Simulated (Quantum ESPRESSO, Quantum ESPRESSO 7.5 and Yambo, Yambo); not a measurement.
# Converging GW for InF3 (R-3c) in Yambo

Wanted: a converged G0W0 gap of InF3 (R-3c), or an estimate of the limit.

Main program and level: Quantum ESPRESSO 7.5 and Yambo 5.3.0; LDA and many-body steps on it, plane waves.

## (1) Starting point

The structure is trigonal, space group R-3c (No. 167). Conventional cell: a = 5.204 Å, b = 5.204 Å, c = 14.723 Å, α = 90.00°, β = 90.00°, γ = 120.00°. Nearest to In lie 6 F at 2.08 Å. Nearest to F lie 2 In at 2.08 Å. Farther neighbours and most contacts between anions are not listed.

The cell and positions are those that the Materials Project relaxed with its own functionals (PBE, PBE+U or r2SCAN), kept fixed.

## (2) Empty states on the mesh, 4×4×4 mesh, 265 bands

This step: Quantum ESPRESSO 7.5; DFT, LDA, plane waves, norm-conserving pseudopotentials.

The sums over transitions need many empty states on a uniform mesh; this step solves for them.

pw.in reads:

```
&control
  calculation = 'nscf'
  prefix = 'x'
  outdir = 'o'
  pseudo_dir = 'pseudo'
/
&system
  ibrav = 0
  nat = 8
  ntyp = 2
  ecutwfc = 80.0
  nbnd = 265
  force_symmorphic = .true.
/
&electrons
  conv_thr = 1e-9
  electron_maxstep = 80
  diago_full_acc = .true.
  diago_thr_init = 5e-6
/
ATOMIC_SPECIES
  In 114.82 In.upf
  F 18.998 F.upf
CELL_PARAMETERS angstrom
  2.6021411829 1.5023469124 4.9075061345
  -2.6021411829 1.5023469124 4.9075061345
  0.0000000000 -3.0046938249 4.9075061345
ATOMIC_POSITIONS crystal
  In 0.5000000000 0.5000000000 0.5000000000
  In 0.0000000000 0.0000000000 0.0000000000
  F 0.3957092200 0.7500000000 0.1042907800
  F 0.7500000000 0.1042907800 0.3957092200
  F 0.8957092200 0.6042907800 0.2500000000
  F 0.2500000000 0.8957092200 0.6042907800
  F 0.6042907800 0.2500000000 0.8957092200
  F 0.1042907800 0.3957092200 0.7500000000
K_POINTS automatic
  4 4 4 0 0 0
```

Run with:

```
$ OMP_NUM_THREADS=1 mpirun -n 4 pw.x -nk 4 -in pw.in > pw.out
```

The log of the run:

```text
Program PWSCF v.7.5 starts

     This program is part of the open-source Quantum ESPRESSO suite
     for quantum simulation of materials; please cite
         "P. Giannozzi et al., J. Phys.:Condens. Matter 21 395502 (2009);
         "P. Giannozzi et al., J. Phys.:Condens. Matter 29 465901 (2017);
         "P. Giannozzi et al., J. Chem. Phys. 152 154105 (2020);
     in publications or presentations arising from this work. More details at

     Atomic positions and unit cell read from directory:
     o/x.save/

     Message from routine setup:
[...]
-108.5499-108.5499 -67.1691 -67.1691 -67.1691 -67.1691 -67.1509 -67.1509
[...]
30.5619  30.5619  31.6013  31.6013  32.9200  32.9200  33.4591  33.4591
     [... 22 further rows ...]
    88.4922  88.4922  89.0400  89.0400  89.9265  89.9265  90.1765  90.1765
    90.4928

          k =-0.2764-0.1596 0.1954 (  9370 PWs)   bands (ev):

     [... further k-points ...]

     highest occupied, lowest unoccupied level (ev):     2.3935    6.4029

     XML data file, pseudopotentials, collected wavefunctions

=------------------------------------------------------------------------------=
   JOB DONE.
=------------------------------------------------------------------------------=
```

The job ended after 92 s (4 MPI ranks of Arm Neoverse V2, shared host; peak memory 1.1 GiB).

This step gave:

```yaml
gap: 4.009 eV
k_of_the_valence_top: 0, -0.5, -0.5
k_of_the_conduction_bottom: 0, 0, 0
least_direct_gap: 4.042 eV
k_points_computed: 14
lowest_point_of_the_top_converged_band_above_the_valence_top: 88.0993 eV
```

On this mesh the gap is 4.009 eV.

The density comes from a self-consistent run that is not shown.

## (3) Conversion and set-up

This step: Yambo 5.3.0; conversion and set-up on LDA, plane waves, norm-conserving pseudopotentials.

The states are converted to the many-body program's format and the q mesh is built.

Run with:

```
$ (cd o/x.save; p2y > p2y.log; mv SAVE ../..); yambo > setup.log
```

The log of the run:

```text
 Yambo, version 5.3.0

 [02] CORE Variables Setup
 =========================

  [02.01] Unit cells
  ==================

  Cell kind             :  Unknown
  Atoms in the cell     :  In  F
  number of In atoms    :  2
  number of F  atoms    :   6

  List of atomic masses
  Mass of In    :  114.8200
  Mass of F     :  18.99800

  List of atomic coordinates    : [cc]
  In1       :   0.0000     -0.94486E-10   13.911      order 1
  In2       :  0.000000  0.000000  0.000000  order 2
  F1       :  -1.74217   2.66053  11.59230  order 3
[...]
Q [ 1]         [rlu]:  0.000000  0.000000  0.000000
 Q [ 2]         [rlu]: -0.34882E-16 -0.34882E-16  0.25000
 Q [ 3]         [rlu]:  0.49282E-16  0.49282E-16 -0.50000
[...]
Q [ 8]         [rlu]:  0.250000  0.250000  0.250000
 Q [ 9]         [rlu]:  0.250000  0.250000  0.500000
 Q [10]         [rlu]:  0.250000  0.250000 -0.250000
 Q [11]         [rlu]:  0.250000  0.500000  0.500000
 Q [12]         [rlu]:  0.250000  0.500000  0.750000
 Q [13]         [rlu]: -0.500000 -0.500000 -0.500000
 Q [14]         [rlu]: -0.25000     -0.16429E-15 -0.50000

  [03.01] X indexes
  =================

   [03.01.01] Sigma indexes
   ========================

 [06] Game Over & Game summary
```

Run time: 3 s. Hardware: 1 MPI rank; peak memory 0.25 GiB.

## (4) 69 bands, 54.4 eV

G0W0 replaces the xc potential by the self-energy, built once from these orbitals. Only a window of levels is corrected, while the sums run over the empty bands that the input names.

This step: G0W0 on LDA, plane waves, norm-conserving pseudopotentials.

gw1.in reads:

```
HF_and_locXC
gw0
dyson
ppa
em1d
rim_cut
RandQpts= 1000000
RandGvec= 1 RL
EXXRLvcs= 80 Ry
VXCRLvcs= 320 Ry
Chimod= "HARTREE"
% BndsRnXp
 1 | 69 |
%
NGsBlkXp= 4 Ry
% LongDrXp
 1 | 1 | 1 |
%
% GbndRnge
 1 | 69 |
%
DysSolver= "n"
ExtendOut
PPAPntXp= 27.21138 eV
% QPkrange
 7 | 7 | 41 | 44 |
 1 | 1 | 41 | 44 |
%
```

Run with:

```
$ OMP_NUM_THREADS=2 mpirun -n 2 yambo -F gw1.in -J gw1 -C gw1 > gw1.log
```

The log of the run:

```text
 Yambo, version 5.3.0

 [02] CORE Variables Setup
 =========================

  [... cell, symmetries and grids as in the set-up ...]

  [02.05] Energies & Occupations
  ==============================

  [X] === General ===
  [X] Electronic Temperature                        :  0.000000  0.000000 [eV K]
  [X] Bosonic    Temperature                        :  0.000000  0.000000 [eV K]
  [X] Finite Temperature mode                       : no
  [X] El. density                                   :  0.72974E+24 [cm-3]
  [X] Fermi Level                                   :  2.393526 [eV]

  [X] === Gaps and Widths ===
  [X] Conduction Band Min                           :  4.009337 [eV]
  [X] Valence Band Max                              :  0.000000 [eV]
  [X] Filled Bands                                  :   42
  [X] Empty Bands                                   :   43  265
  [X] Direct Gap                                    :  4.041772 [eV]
  [X] Direct Gap localized at k                     :  1
  [X] Indirect Gap                                  :  4.009337 [eV]
  [X] Indirect Gap between kpts                     :   7   1
  [X] Last valence band width                       :  0.129179 [eV]
  [X] 1st conduction band width                     :  3.087633 [eV]

 [03] Transferred momenta grid and indexing
 ==========================================

 IBZ Q-points                                      :  14
 BZ  Q-points                                      :   64

 K/Q-points units:
 rlu = crystal or reduced units; cc = cartesian coordinates; iku = interal k-units

 Q [ 1]         [rlu]:  0.000000  0.000000  0.000000
 Q [ 2]         [rlu]: -0.34882E-16 -0.34882E-16  0.25000
 Q [ 3]         [rlu]:  0.49282E-16  0.49282E-16 -0.50000
 Q [ 4]         [rlu]:  0.18461E-16  0.25000      0.25000
 Q [ 5]         [rlu]:  0.15108E-15  0.25000      0.50000
 Q [ 6]         [rlu]:  0.74563E-16  0.25000     -0.25000
 Q [ 7]         [rlu]: -0.36922E-16 -0.50000     -0.50000
 Q [ 8]         [rlu]:  0.250000  0.250000  0.250000
 Q [ 9]         [rlu]:  0.250000  0.250000  0.500000
 Q [10]         [rlu]:  0.250000  0.250000 -0.250000
 Q [11]         [rlu]:  0.250000  0.500000  0.500000
 Q [12]         [rlu]:  0.250000  0.500000  0.750000
 Q [13]         [rlu]: -0.500000 -0.500000 -0.500000
 Q [14]         [rlu]: -0.25000     -0.16429E-15 -0.50000

 [04] Coloumb potential Random Integration (RIM)
 ===============================================

  [04.01] RIM initialization
  ==========================

  * Diagonal components only detected *

  8 x (sBL volume)        :  0.039915 [a.u.]
  sBZ random points       :  1000000
  Points outside the sBZ  :   7988742
  RL volume               :  0.319323 [a.u.]
  Integrated volume       :  0.319773 [a.u.]

  [04.02] RIM integrals
  =====================

  Gamma point sphere radius             :  0.061991 [a.u.]
  Points outside the sphere             :   799652
  [Int_sBZ(q=0) 1/q^2]*(Vol_sBZ)^(-1/3) =:  7.753065
                                 should be <:  7.795600

  Summary of Coulomb integrals for non-metallic bands |Q|[au] RIM/Bare

  Q [1] 0.100000E-4 0.994544 * Q [8] 0.169379 1.028176
  Q [2] 0.192878 1.076558 * Q [4] 0.216252 1.066047
  Q [9] 0.291577 1.024101 * Q [6] 0.319441 1.030907
  Q [11] 0.337204 1.016845 * Q [13] 0.338758 1.010690
  Q [5] 0.361568 1.021448 * Q [14] 0.361568 1.021767
  Q [10] 0.373154 1.022739 * Q [3] 0.385755 1.020169
  Q [7] 0.432504 1.015207 * Q [12] 0.465617 1.010633

 [WARNING] [Xp] User bands 1-69 break level degeneracy

 [05] Dipoles
 ============

  [05.01] Setup: observables and procedures
  =========================================

  [WARNING] [x,Vnl] slows the Dipoles computation. To neglect it rename the ns.kb_pp file

 [06] Dynamic Dielectric Matrix (PPA)
 ====================================

 [WR./gw1//ndb.pp]---------------------------------------------------------------
  Brillouin Zone Q/K grids (IBZ/BZ)                :   14   64   14   64
  RL vectors                                       :  11327 [WF]
  Coulomb cutoff potential                         : none
  Electronic Temperature                           :  0.000000 [K]
  Bosonic    Temperature                           :  0.000000 [K]
  PPA    diel. fun.  energies                      : Slater exchange(X)+Perdew & Wang(C)
  wavefunctions                                    : Slater exchange(X)+Perdew & Wang(C)
  Global Gauge                                     : length
  X matrix size                                    :  119
  X band range                                     :    1   69
  X e/h energy range                               : -1.000000 -1.000000 [eV]
  X Time ordering                                  : R
  X Hxc Kernel                                     : HARTREE
  X Drude frequency                                :  0.000000  0.000000
  X poles                                          :  100.0000 [o/o]
  RL vectors in the sum                            :  11327
  [r,Vnl] included                                 : yes
  Field direction                                  :  0.577350E-5  0.577350E-5  0.577350E-5
  BZ energy Double Grid                            : no
  BZ energy DbGd points                            : 0
  BZ Q point size factor                           : -1.000000
  X Optical Averaged directions                    : none

 [07] Local Exchange-Correlation + Non-Local Fock
 ================================================

 [VXC] Plane waves :   74873
 [EXS] Plane waves :   9339

 QP @ state[ 1 ] K range:  1  1
 QP @ state[ 1 ] b range:   41   44
 QP @ state[ 2 ] K range:   7   7
 QP @ state[ 2 ] b range:   41   44

 [xc] Functional : Slater exchange(X)+Perdew & Wang(C)
 [xc] LIBXC used to calculate xc functional
  PP Number of Atomic Species                      :  2
  NLCC RL compoments                               :   74873
  PP Number of Atomic Species                      :  2
  NLCC RL compoments                               :   74873

 [xc] E_xc :  -59.69010 [Ha]
      E_xc :  -119.3802 [Ry]

  Local XC kind (lXC) : Slater exchange(X)+Perdew & Wang(C)
  Non-Local XC kind (nlXC) : Hartree-Fock

  Corrections @ K [1] :  [eV]
 <41|nlXC|41> = -30.71631  0.29348E-17 <41|lXC|41> = -22.75048 -0.37763E-15
 <42|nlXC|42> = -30.71631 -0.23130E-16 <42|lXC|42> = -22.75048  0.13723E-31
 <43|nlXC|43> = -10.34929  0.11475E-18 <43|lXC|43> = -15.00348  0.70805E-16
 <44|nlXC|44> = -13.25180  0.53891E-18 <44|lXC|44> = -19.92570 -0.37756E-15

  Corrections @ K [7] :  [eV]
 <41|nlXC|41> = -30.87888 -0.19376E-16 <41|lXC|41> = -23.60424  0.18882E-15
 <42|nlXC|42> = -30.81237  0.80492E-17 <42|lXC|42> = -22.91541  0.94408E-16
 <43|nlXC|43> = -12.86166  0.90957E-18 <43|lXC|43> = -18.19567 -0.18884E-15
 <44|nlXC|44> = -13.06259 -0.84650E-18 <44|lXC|44> = -19.12037  0.18885E-15

 [08] Dyson equation: Newton solver
 ==================================

  [08.01] G0W0 (W PPA)
  ====================

  [  GW  ] Bands range     :    1   69
  [GW/PPA] G damping       :  0.100000 [eV]

  QP @ state[ 1 ] K range:  1  1
  QP @ state[ 1 ] b range:   41   44
  QP @ state[ 2 ] K range:   7   7
  QP @ state[ 2 ] b range:   41   44

   Sc/G bands                                       :    1   69
   Sc/G damping                                     :  0.100000 ev
   Sc bands terminator                              : no
   Sx RL components                                 :   9339

   QP @ state[ 1 ] K range                          :  1  1
   QP @ state[ 1 ] b range                          :   41   44
   QP @ state[ 2 ] K range                          :   7   7
   QP @ state[ 2 ] b range                          :   41   44
   GF energies kind                                 : Slater exchange(X)+Perdew & Wang(C)
   GF WF`s kind                                     : Slater exchange(X)+Perdew & Wang(C)
   Xs energies kind                                 : Slater exchange(X)+Perdew & Wang(C)
   Xs WF`s kind                                     : Slater exchange(X)+Perdew & Wang(C)

 [11] Game Over & Game summary
```

Run time: 3.3 min. Hardware: 2 MPI ranks; peak memory 3.2 GiB; 12 min of CPU time.

Numbers from this step:

```
G0W0 gap on the points computed              : 8.581 eV
starting gap on the mesh                     : 4.009 eV
k of the valence top                         : 0, -0.5, -0.5
k of the conduction bottom                   : 0, 0, 0
least direct G0W0 gap on the computed points : 8.635 eV
Z at the valence top                         : 0.7885
Z at the conduction bottom                   : 0.8704
```

The gap on the mesh goes from 4.01 eV to 8.58 eV, a correction of +4.57 eV.

(Part 1 of 2 ends here.)

[Paths, hosts, dates, memory and timing lines, banners, echoed tables and standing remarks are left out of the program output.]

[Logs are printed without paths, hosts, clocks, repeated set-up lines and the standing remarks that a program may print on its own settings, such as how far it seeks lower states.]

[Runs of the session that timed out or met a known fault of the program may be left out.]

[Hosts, paths, dates, database ids (printed as entryN), source tags and the programs' standing remarks are cut or masked in the printed files.]
